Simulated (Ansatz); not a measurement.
# Changed inputs in constrained RPA: ScF3 (Pm-3m)

Aim: hold the target of a cRPA run on ScF3 (Pm-3m) and move one thing at a time.

Calculated with Ansatz 0.2.0; constrained RPA on LDA, plane waves, PAW.

### 1. The starting structure

Symmetry: Pm-3m, No. 221, cubic system. Conventional cell: a = 4.012 Å, b = 4.012 Å, c = 4.012 Å, α = 90.00°, β = 90.00°, γ = 90.00°. Nearest to Sc lie 6 F at 2.01 Å. F has 2 Sc at 2.01 Å nearest. Farther neighbours and most contacts between anions are not listed.

The cell and positions come from the Crystallography Open Database and are kept as given unless a step says otherwise. The default PAW set here is soft_2. Its files were made with PBE.

### 2. Base: Sc t2g, bands c1 to c3, 4×4×4 mesh, medium accuracy

Constrained RPA screens the interaction with every transition except those inside the target bands, which a later many-body model would treat itself.

input.yaml

```yaml
crystal:
  lattice:
    - [-4.01245, 0.0, 0.0]
    - [0.0, 0.0, -4.01245]
    - [0.0, -4.01245, 0.0]
  atoms:
    - { symbol: Sc, position: [0.0, 0.0, 0.0] }
    - { symbol: F, position: [0.5, 0.0, 0.0] }
    - { symbol: F, position: [0.0, 0.5, 0.0] }
    - { symbol: F, position: [0.0, 0.0, 0.5] }
kpoints:
  mp_grid: { grid: [8, 8, 8] }
hamiltonian:
  xc: lda
scf:
  occupations: { method: gaussian, width: 0.08 }
  n_extra_bands: 19
  max_iter: 150
output:
  crpa:
    kmesh: [4, 4, 4]
    target_bands: [c1, c3]
    projections: [{ species: Sc, l: d, shell: 3, orbitals: [dxz, dyz, dxy] }]
  local_orbitals:
    kmesh: [8, 8, 8]
    orbitals: [{ species: Sc, l: d, shell: 3, orbitals: [dxz, dyz, dxy] }]
    window: { bands: [c1, c3] }
    seedname: lo
```

Started as:

```sh
$ ansatz run input.yaml --threads 4 --pin off --max-ram 9216MiB --backend cpu --events-out ev --progress --plain --runs-dir out
```

Numbers of over 12 decimals in the logs are rounded to 6 here.

The log of the run:

```text
scf.n_extra_bands = 19 over 16 filled bands (N_el = 32.0): the run solves 35 bands
Engine: ansatz 0.2.0, aarch64-unknown-linux-gnu
Pseudopotentials: kind: paw
Pseudopotential: Sc, paw, valence charge 11, recommended cutoff 420 eV (normal), Sc.paw.azcp
Pseudopotential: F, paw, valence charge 7, recommended cutoff 420 eV (normal), F.paw.azcp
Functional definition: SPW92
  exchange = slater_x
  correlation = pw_c
Crystal: 4 atoms, lattice volume = 64.599 Å³
Basis set: ecut = 420 eV, 1237 PW (Γ)
Bands: 35, of which v1, the nominal top of the filled ones, is band 16 counted from 1 (15 counted from 0)
Symmetry: 48 space group operations
Space group: Pm-3m (ITA 221), of the structure as read, at distance tolerance 4.0e-5 Å
k-points: 35 of 512
Non-local potential: Sc, projectors of the file, l = 0: 3, l = 1: 2, l = 2: 3, l = 3: 1
Non-local potential: F, projectors of the file, l = 0: 2, l = 1: 2, l = 2: 1
PAW form: soft (Blöchl's): semilocal exchange-correlation on the pseudo side does not see the compensation charge
PAW frozen core: Sc, regenerated for the run's functional, and the local potential with it (the file was generated under x = pbe(κ = 0.804, μ = 0.219515), c = pbe(β = 0.066725))
PAW frozen core: F, regenerated for the run's functional, and the local potential with it (the file was generated under x = pbe(κ = 0.804, μ = 0.219515), c = pbe(β = 0.066725))
PAW one-centre angular grid: Sc, 590 points (default); XC on 64 Gauss nodes
PAW one-centre angular grid: F, 110 points (default); XC on 64 Gauss nodes
Initial density: superposition of atomic densities (neutral atoms: chi_scale 0, normalization atom), corrected by the library's trained network
Initial wavefunctions: pseudopotential atomic-orbital guess
Functional: x = slater, c = lda
SCF iter   1: F=—  HF=-4477.827896 eV  |F-HF|=—  |Δ(HF+E_count)|=         —  Δρ=1.81e-2  dr2=1.53e-1  ethr=1.77e-3  ⟨swp⟩=5.3  Hψ=5706  notcnv=0  defer=144
preconditioner: auto → Resta (q_TF=auto, 2.427 Å⁻¹)  ε∞=2.0  [insulator: Δε(μ)=5.911 eV  Ē_g=25.686 eV  σ=0.080 eV  W_gap=1.00  n_scr=18 (ndim 8)  ℏωp=25.3 eV  f_vac=0.292  D(μ)=0.00/eV (n_scr^D=0)  ε∞_Penn≈2.0]
SCF iter   2: F=—  HF=-4477.791577 eV  |F-HF|=—  |Δ(HF+E_count)|=   3.63e-2  Δρ=7.56e-3  dr2=1.75e-2  ethr=4.78e-4  ⟨swp⟩=2.1  Hψ=1987  notcnv=0  defer=421
SCF iter   3: F=—  HF=-4477.786333 eV  |F-HF|=—  |Δ(HF+E_count)|=   5.24e-3  Δρ=1.82e-3  dr2=1.14e-3  ethr=5.47e-5  ⟨swp⟩=2.1  Hψ=1320  notcnv=0  defer=421
SCF iter   4: F=—  HF=-4477.785964 eV  |F-HF|=—  |Δ(HF+E_count)|=   3.70e-4  Δρ=2.98e-4  dr2=3.54e-5  ethr=3.58e-6  ⟨swp⟩=2.4  Hψ=1110  notcnv=0  defer=421
SCF iter   5: F=—  HF=-4477.785958 eV  |F-HF|=—  |Δ(HF+E_count)|=   5.51e-6  Δρ=3.29e-5  dr2=5.29e-7  ethr=1.11e-7  ⟨swp⟩=1.7  Hψ=1031  notcnv=0  defer=421
SCF iter   6: F=-4477.785959 eV  HF=-4477.785959 eV  |F-HF|=2.41e-8  |Δ(HF+E_count)|=   2.23e-7  Δρ=6.67e-6  dr2=3.34e-8  ethr=3.13e-10  ⟨swp⟩=7.7  Hψ=5858  notcnv=0
SCF 1 converged in 6 iterations: F = -4477.785959 eV  dr2 = 3.34e-8
[...]
NSCF: frozen V_eff on 38 k-points
NSCF: frozen V_eff on 10 k-points
[...]
cRPA screening: q 1/64
cRPA screening: q 2/64
cRPA screening: q 8/64 (q-point 3)
cRPA screening: q 11/64 (q-point 6)
cRPA screening: q 23/64 (q-point 7)
cRPA screening: q 35/64 (q-point 11)
cRPA screening: q 38/64 (q-point 22)
cRPA screening: q 46/64 (q-point 23)
cRPA screening: q 58/64 (q-point 27)
cRPA screening: q 64/64 (q-point 43)
SCF converged after 6 iterations
Free energy (F): -4477.785959 eV
Harris-Foulkes:  -4477.785959 eV  (|F-HF|=2.41e-8)
Internal energy: -4477.785959 eV  (E = F + TS)
E sigma→0 (E₀):  -4477.785959 eV
Fermi energy:    2.495240 eV
--- Per-component energies (eV) ---
  E_band       = -397.293251
  E_kinetic    = 876.679348
  E_local      = -3371.817986  (includes V_loc(G=0)·N_el)
  E_nonlocal   = 307.379944
  E_hartree    = 1268.734728
  E_xc         = -337.559961
  E_vxc        = -432.049115  (∫ρ·V_xc dr)
  E_paw        = -1470.586905  (= ΣΔE_a)
  E_vpaw       = -314.963383  (= ΣTr[D̂ρ^β])
  E_aug_tail   = 0.006134  (compensation charges beyond the density's cutoff)
  E_ewald      = -1751.265938
  E_core_change = 0.644678  (= ΣΔE_core)
  E_smearing   = -0.000000  (= −TS)
  E_closure    = 0.000000  (closes the sum)
  Σ components = -4477.785959   (vs F -4477.785959, Δ=0.00e0)
--- Band table (eV; the first three rows and the last of 35) ---
  k-point 0: bands = [... 12 lower, -1.1986, -1.1498, -1.1498, -1.1498, 5.6016, 5.6016, 5.6016, 7.0285, ... 15 higher]
  k-point 1: bands = [... 12 lower, -1.2645, -1.2181, -1.1627, -1.1627, 5.6076, 5.7367, 5.7367, 7.2285, ... 15 higher]
  k-point 2: bands = [... 12 lower, -1.4554, -1.2628, -1.1631, -1.1631, 5.6221, 6.0609, 6.0609, 7.3835, ... 15 higher]
  k-point 34: bands = [... 12 lower, -2.9102, -0.6123, -0.6123, -0.6123, 7.2489, 7.2489, 7.2489, 10.1822, ... 15 higher]
--- cRPA (band scheme, projected local orbitals): target bands 17..19 (1-based), 3 Wannier function(s), 4×4×4 mesh, 38 bands' worth read of 43 solved, ecut_chi 136.0 eV, v(q+G=0) probe_charge, pair densities all_electron ---
  bands read: the sum over 38 bands ends inside a degenerate multiplet in 3 slots, whose members it reads at an even weight; the widest, k=2: bands 38 to 39 (counted from 1) at 1/2 each
  χ-basis size per q: N_G = 208..251
  window electrons = 0.0000, filled by tetrahedron_uncorrected; constrained ε̄⁻¹(q = 0, 0) head = 0.451389; min gauge Gram eig = 0.7603
  Kanamori averages over each shell's own Wannier functions (sites counted from 0, functions from 1):
    Site 0, 3D, 3 of 5 d orbitals (Wannier functions 1, 2, 3; wannier90's mr 2, 3, 5):
      screened: U = 7.0698 eV, U' = 6.1292 eV, J = 0.4668 eV
      screened, to within: U = 9.3e-3 eV, U' = 9.3e-3 eV, J = 6.3e-4 eV
      bare: V = 15.9463 eV, V' = 14.7484 eV, J = 0.5907 eV
  Hermiticity witness max|P − P†| over intra, direct and exchange elements: 5.33e-15 eV (screened), 5.60e-23 eV (bare)
  Reality witness max|Im| over intra, direct and exchange elements: 3.92e-20 eV (screened), 8.37e-20 eV (bare)
```

Elapsed: 20 s, on 4 threads of Arm Neoverse V1, shared host; peak memory 0.48 GiB.

This step gave:

```
U                                                 : 7.070 eV
U prime (inter-orbital)                           : 6.129 eV
J                                                 : 0.4668 eV
bare V                                            : 15.95 eV
bare J                                            : 0.5907 eV
stated bound on U                                 : 0.009252 eV
U over bare V                                     : 0.4434
electrons in the window                           : 0
head of the constrained inverse dielectric matrix : 0.4514
least eigenvalue of the projection's overlap      : 0.7603
target functions                                  : 3
bands in the sums                                 : 38
r.m.s. miss of the model bands                    : 3.58e-5 eV
width of the target bands                         : 1.647 eV
weight of the projected orbitals in the window    : 0.8840
```

On the Sc t2g shell, screening brings the on-site interaction from 15.9 eV down to U = 7.07 eV.

### 3. Changed: 6×6×6 mesh

input.yaml, the sections that differ from step 2:

```yaml
output:
  crpa:
    kmesh: [6, 6, 6]
    target_bands: [c1, c3]
    projections: [{ species: Sc, l: d, shell: 3, orbitals: [dxz, dyz, dxy] }]
# crystal, kpoints, hamiltonian, scf: as in step 2
```

The log of the run:

```text
[...]
Crystal: 4 atoms, lattice volume = 64.599 Å³
Basis set: ecut = 420 eV, 1237 PW (Γ)
Bands: 35, of which v1, the nominal top of the filled ones, is band 16 counted from 1 (15 counted from 0)
Symmetry: 48 space group operations
[...]
k-points: 35 of 512
[...]
SCF iter   1: F=—  HF=-4477.827896 eV  |F-HF|=—  |Δ(HF+E_count)|=         —  Δρ=1.81e-2  dr2=1.53e-1  ethr=1.77e-3  ⟨swp⟩=5.3  Hψ=5706  notcnv=0  defer=144
[...]
SCF iter   6: F=-4477.785959 eV  HF=-4477.785959 eV  |F-HF|=2.41e-8  |Δ(HF+E_count)|=   2.23e-7  Δρ=6.67e-6  dr2=3.34e-8  ethr=3.13e-10  ⟨swp⟩=7.7  Hψ=5858  notcnv=0
SCF 1 converged in 6 iterations: F = -4477.785959 eV  dr2 = 3.34e-8
[...]
NSCF: frozen V_eff on 20 k-points
[...]
cRPA screening: q 1/216
cRPA screening: q 2/216
cRPA screening: q 8/216 (q-point 3)
cRPA screening: q 14/216 (q-point 4)
cRPA screening: q 17/216 (q-point 8)
[...]
cRPA screening: q 216/216 (q-point 130)
SCF converged after 6 iterations
Free energy (F): -4477.785959 eV
[...]
Internal energy: -4477.785959 eV  (E = F + TS)
E sigma→0 (E₀):  -4477.785959 eV
Fermi energy:    2.495240 eV
[...]
--- Band table (eV; the first three rows and the last of 35) ---
  k-point 0: bands = [... 12 lower, -1.1986, -1.1498, -1.1498, -1.1498, 5.6016, 5.6016, 5.6016, 7.0285, ... 15 higher]
  k-point 1: bands = [... 12 lower, -1.2645, -1.2181, -1.1627, -1.1627, 5.6076, 5.7367, 5.7367, 7.2285, ... 15 higher]
  k-point 2: bands = [... 12 lower, -1.4554, -1.2628, -1.1631, -1.1631, 5.6221, 6.0609, 6.0609, 7.3835, ... 15 higher]
  k-point 34: bands = [... 12 lower, -2.9102, -0.6123, -0.6123, -0.6123, 7.2489, 7.2489, 7.2489, 10.1822, ... 15 higher]
[...]
χ-basis size per q: N_G = 208..251
[...]
Site 0, 3D, 3 of 5 d orbitals (Wannier functions 1, 2, 3; wannier90's mr 2, 3, 5):
      screened: U = 7.0493 eV, U' = 6.1088 eV, J = 0.4668 eV
      screened, to within: U = 9.4e-3 eV, U' = 9.4e-3 eV, J = 6.2e-4 eV
      bare: V = 15.9336 eV, V' = 14.7358 eV, J = 0.5906 eV
[...]
```

The job ended after 1.7 min (4 threads; peak memory 0.65 GiB).

This step gave:

```yaml
u: 7.049 eV
u_prime_inter_orbital: 6.109 eV
j: 0.4668 eV
bare_v: 15.93 eV
bare_j: 0.5906 eV
stated_bound_on_u: 0.009345 eV
u_over_bare_v: 0.4424
electrons_in_the_window: 0
head_of_the_constrained_inverse_dielectric_matrix: 0.4532
least_eigenvalue_of_the_projection_s_overlap: 0.7603
target_functions: 3
bands_in_the_sums: 38
width_of_the_target_bands: 1.647 eV
weight_of_the_projected_orbitals_in_the_window: 0.8840
```

On the Sc t2g shell, screening brings the on-site interaction from 15.9 eV down to U = 7.05 eV.

### 4. Changed: 2×2×2 mesh

Changes to input.yaml since step 3:

```diff
@@ -20,3 +20,3 @@
   crpa:
-    kmesh: [6, 6, 6]
+    kmesh: [2, 2, 2]
     target_bands: [c1, c3]
```

The log of the run:

```text
[...]
Crystal: 4 atoms, lattice volume = 64.599 Å³
Basis set: ecut = 420 eV, 1237 PW (Γ)
Bands: 35, of which v1, the nominal top of the filled ones, is band 16 counted from 1 (15 counted from 0)
Symmetry: 48 space group operations
[...]
k-points: 35 of 512
[...]
k-point 34: bands = [... 12 lower, -2.9102, -0.6123, -0.6123, -0.6123, 7.2489, 7.2489, 7.2489, 10.1822, ... 15 higher]
[...]
χ-basis size per q: N_G = 208..251
[...]
Site 0, 3D, 3 of 5 d orbitals (Wannier functions 1, 2, 3; wannier90's mr 2, 3, 5):
      screened: U = 7.2066 eV, U' = 6.2590 eV, J = 0.4687 eV
      screened, to within: U = 9.1e-3 eV, U' = 9.1e-3 eV, J = 6.5e-4 eV
      bare: V = 16.1090 eV, V' = 14.9058 eV, J = 0.5923 eV
[...]
[key lines of the parts left out:]
SCF converged after 6 iterations
Free energy (F): -4477.785959 eV
Fermi energy:    2.495240 eV
```

The job ended after 4.6 s (4 threads; peak memory 0.41 GiB; 15 s of CPU time).

Numbers from this step:

| Item | Value |
| --- | --- |
| U | 7.207 eV |
| U prime (inter-orbital) | 6.259 eV |
| J | 0.4687 eV |
| bare V | 16.11 eV |
| bare J | 0.5923 eV |
| stated bound on U | 0.009011 eV |
| U over bare V | 0.4474 |
| electrons in the window | 0 |
| head of the constrained inverse dielectric matrix | 0.4130 |
| least eigenvalue of the projection's overlap | 0.7603 |
| target functions | 3 |
| bands in the sums | 38 |
| width of the target bands | 1.647 eV |
| weight of the projected orbitals in the window | 0.8840 |

On the Sc t2g shell, screening brings the on-site interaction from 16.1 eV down to U = 7.21 eV.

### 5. Changed: accuracy high

Changes to input.yaml since step 4:

```diff
@@ -20,4 +20,5 @@
   crpa:
-    kmesh: [2, 2, 2]
+    kmesh: [4, 4, 4]
     target_bands: [c1, c3]
     projections: [{ species: Sc, l: d, shell: 3, orbitals: [dxz, dyz, dxy] }]
+    accuracy: high
```

The log of the run:

```text
[...]
Crystal: 4 atoms, lattice volume = 64.599 Å³
Basis set: ecut = 420 eV, 1237 PW (Γ)
Bands: 35, of which v1, the nominal top of the filled ones, is band 16 counted from 1 (15 counted from 0)
Symmetry: 48 space group operations
[...]
k-points: 35 of 512
[...]
k-point 34: bands = [... 12 lower, -2.9102, -0.6123, -0.6123, -0.6123, 7.2489, 7.2489, 7.2489, 10.1822, ... 15 higher]
[...]
χ-basis size per q: N_G = 208..251
[...]
Site 0, 3D, 3 of 5 d orbitals (Wannier functions 1, 2, 3; wannier90's mr 2, 3, 5):
      screened: U = 7.0705 eV, U' = 6.1297 eV, J = 0.4668 eV
      screened, to within: U = 7.5e-4 eV, U' = 7.5e-4 eV, J = 5.9e-5 eV
      bare: V = 15.9463 eV, V' = 14.7484 eV, J = 0.5907 eV
[...]
[key lines of the parts left out:]
SCF converged after 6 iterations
Free energy (F): -4477.785959 eV
Fermi energy:    2.495240 eV
```

Wall time 31 s (4 threads); peak memory 0.53 GiB; 1.9 min of CPU time.

This step gave:

```yaml
u: 7.070 eV
u_prime_inter_orbital: 6.130 eV
j: 0.4668 eV
bare_v: 15.95 eV
bare_j: 0.5907 eV
stated_bound_on_u: 7.49e-4 eV
u_over_bare_v: 0.4434
electrons_in_the_window: 0
head_of_the_constrained_inverse_dielectric_matrix: 0.4514
least_eigenvalue_of_the_projection_s_overlap: 0.7603
target_functions: 3
bands_in_the_sums: 38
width_of_the_target_bands: 1.647 eV
weight_of_the_projected_orbitals_in_the_window: 0.8840
```

On the Sc t2g shell, screening brings the on-site interaction from 15.9 eV down to U = 7.07 eV.

### 6. Changed: sums over states

Changes to input.yaml since step 5:

```diff
@@ -23,2 +23,4 @@
     projections: [{ species: Sc, l: d, shell: 3, orbitals: [dxz, dyz, dxy] }]
-    accuracy: high
+    accuracy: sum_over_states
+    n_empty_bands: 32
+    ecut_chi: 136
```

The log of the run:

```text
[...]
Crystal: 4 atoms, lattice volume = 64.599 Å³
Basis set: ecut = 420 eV, 1237 PW (Γ)
Bands: 35, of which v1, the nominal top of the filled ones, is band 16 counted from 1 (15 counted from 0)
Symmetry: 48 space group operations
[...]
k-points: 35 of 512
[...]
χ-basis size per q: N_G = 208..251
[...]
U and J over all bands: no bound (output.crpa.accuracy: sum_over_states); those below are of the sums over the bands read on the sphere of ecut_chi, with what the atoms add
[...]
Site 0, 3D, 3 of 5 d orbitals (Wannier functions 1, 2, 3; wannier90's mr 2, 3, 5):
      screened: U = 7.2680 eV, U' = 6.2468 eV, J = 0.5084 eV
      bare: V = 15.9463 eV, V' = 14.7484 eV, J = 0.5907 eV
[...]
[key lines of the parts left out:]
SCF converged after 6 iterations
Free energy (F): -4477.785959 eV
Fermi energy:    2.495240 eV
```

The job ended after 5.1 s (4 threads; peak memory 0.42 GiB; 16 s of CPU time).

This variant gives U = 7.27 eV against 7.07 eV. It is a finite sum over empty states with no bound on its error and stays out of the table below.

### 7. Changed: spin-orbit coupling, which the program doesn't serve

This step: constrained RPA on LDA with spin-orbit coupling, plane waves, PAW.

Changes to input.yaml since step 6:

```diff
@@ -18,2 +18,5 @@
   max_iter: 150
+magnetization:
+  noncollinear: true
+  spin_orbit: true
 output:
@@ -23,4 +26 @@
     projections: [{ species: Sc, l: d, shell: 3, orbitals: [dxz, dyz, dxy] }]
-    accuracy: sum_over_states
-    n_empty_bands: 32
-    ecut_chi: 136
```

The log of the run:

```text
Error: output.crpa with magnetization.noncollinear: true — the cRPA pipeline runs scalar-band solve channels only (unpolarised or collinear) — spinor oscillator elements are not implemented; use a collinear or unpolarised deck, or drop the output.crpa: request
```

The job ended after 0.03 s (4 threads; peak memory 0.033 GiB).

The input was rejected at the start.

The program's message: “Error: output.crpa with magnetization.noncollinear: true — the cRPA pipeline runs scalar-band solve channels only (unpolarised or collinear) — spinor oscillator elements are not implemented; use a col …”

The fault put into this input: spin-orbit coupling, which the program doesn't serve.

### 8. Changed: volume -3 %

This step: constrained RPA on LDA, plane waves, PAW.

The cell differs from the one that the last finished run ended in (a 4.012 → 3.972 Å, b 4.012 → 3.972 Å, c 4.012 → 3.972 Å).

Changes to input.yaml since step 7:

```diff
@@ -2,5 +2,5 @@
   lattice:
-    - [-4.01245, 0.0, 0.0]
-    - [0.0, 0.0, -4.01245]
-    - [0.0, -4.01245, 0.0]
+    - [-3.9719174308, 0.0, 0.0]
+    - [0.0, 0.0, -3.9719174308]
+    - [0.0, -3.9719174308, 0.0]
   atoms:
@@ -18,5 +18,2 @@
   max_iter: 150
-magnetization:
-  noncollinear: true
-  spin_orbit: true
 output:
@@ -26 +23,6 @@
     projections: [{ species: Sc, l: d, shell: 3, orbitals: [dxz, dyz, dxy] }]
+  local_orbitals:
+    kmesh: [8, 8, 8]
+    orbitals: [{ species: Sc, l: d, shell: 3, orbitals: [dxz, dyz, dxy] }]
+    window: { bands: [c1, c3] }
+    seedname: lo
```

The log of the run:

```text
[...]
Crystal: 4 atoms, lattice volume = 62.661 Å³
Basis set: ecut = 420 eV, 1237 PW (Γ)
Bands: 35, of which v1, the nominal top of the filled ones, is band 16 counted from 1 (15 counted from 0)
Symmetry: 48 space group operations
[...]
k-points: 35 of 512
[...]
k-point 34: bands = [... 12 lower, -2.7797, -0.3723, -0.3723, -0.3723, 7.7449, 7.7449, 7.7449, 10.8144, ... 15 higher]
[...]
χ-basis size per q: N_G = 208..251
[...]
Site 0, 3D, 3 of 5 d orbitals (Wannier functions 1, 2, 3; wannier90's mr 2, 3, 5):
      screened: U = 7.0697 eV, U' = 6.1336 eV, J = 0.4648 eV
      screened, to within: U = 9.2e-3 eV, U' = 9.2e-3 eV, J = 6.2e-4 eV
      bare: V = 15.9062 eV, V' = 14.7125 eV, J = 0.5885 eV
[...]
[key lines of the parts left out:]
SCF converged after 6 iterations
Free energy (F): -4477.803674 eV
Fermi energy:    2.811328 eV
```

The job ended after 19 s (4 threads; peak memory 0.48 GiB; 71 s of CPU time).

Numbers from this step:

```yaml
u: 7.070 eV
u_prime_inter_orbital: 6.134 eV
j: 0.4648 eV
bare_v: 15.91 eV
bare_j: 0.5885 eV
stated_bound_on_u: 0.009104 eV
u_over_bare_v: 0.4445
electrons_in_the_window: 0
head_of_the_constrained_inverse_dielectric_matrix: 0.4496
least_eigenvalue_of_the_projection_s_overlap: 0.7586
target_functions: 3
bands_in_the_sums: 38
r_m_s_miss_of_the_model_bands: 3.13e-5 eV
width_of_the_target_bands: 1.751 eV
weight_of_the_projected_orbitals_in_the_window: 0.8821
```

On the Sc t2g shell, screening brings the on-site interaction from 15.9 eV down to U = 7.07 eV.

[end of part 1 of 2]

[Paths, hosts, dates, memory and timing lines, banners, echoed tables and standing remarks are left out of the program output.]

[Logs are printed without paths, hosts, clocks, repeated set-up lines and the standing remarks that a program may print on its own settings, such as how far it seeks lower states.]

[Runs of the session that timed out or met a known fault of the program may be left out.]

[Hosts, paths, dates, database ids (printed as entryN), source tags and the programs' standing remarks are cut or masked in the printed files.]
